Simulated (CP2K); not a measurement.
Consider aminoacetylene at its PBE geometry (Å).

```xyz
6

C     1.4122    0.1150    0.3522
C     0.2240    0.0517    0.1097
N    -1.1149    0.0382   -0.0933
H     2.4593    0.1643    0.5576
H    -1.4226    0.5022   -0.9454
H    -1.5580   -0.8714    0.0193
```

Method: CP2K XAS_TDP, all-electron GAPW, PBEh(45%), aug-cc-pVTZ, TDA, GW2X-corrected core level, no relativity.

Where do the C K-edge lines lie, and how strong are they?

Leading lines: C1 285.74 eV and C2 287.08 eV. The leading line of an atom is its first one with 35 % of the strongest within 2.5 eV of its lowest line over the strength cut. Core ionisation energies at this level: C1 289.67 and C2 291.04 eV.

The first six lines of each atom with a strength over 0.0015:

| atom | energy (eV) | states | strength, one atom | above the computed threshold |
| --- | --- | --- | --- | --- |
| C1 (bonded to C and H) | 285.74 | 1 | 0.0495 |  |
|  | 286.95 | 1 | 0.0394 |  |
|  | 288.19 | 1 | 0.0094 |  |
|  | 288.91 | 1 | 0.0039 |  |
|  | 289.11 | 1 | 0.0023 |  |
|  | 289.28 | 1 | 0.0084 |  |
| C2 (bonded to C and N) | 287.08 | 1 | 0.0528 |  |
|  | 287.64 | 1 | 0.0630 |  |
|  | 288.67 | 1 | 0.0023 |  |
|  | 292.16 | 1 | 0.0020 | yes |
|  | 292.46 | 1 | 0.0054 | yes |
|  | 292.84 | 1 | 0.0019 | yes |

Lines are vertical, at one geometry, with no vibrational structure. GW2X ionisation energies and lines can be off by 1 to 2 eV either way, and a good line position may hide errors that cancel. These values hold no scalar relativity, about 0.1 eV for C 1s. Rydberg lines, and the discretised continuum above threshold, depend on the basis and the box.

[Banner, clock and machine lines of the logs are left out without a mark of their own.]

[Logs are printed without paths, hosts, clocks, repeated set-up lines and the standing remarks that a program may print on its own settings, such as how far it seeks lower states.]

[Hosts, paths, dates, database ids (printed as entryN), source tags and the programs' standing remarks are cut or masked in the printed files.]
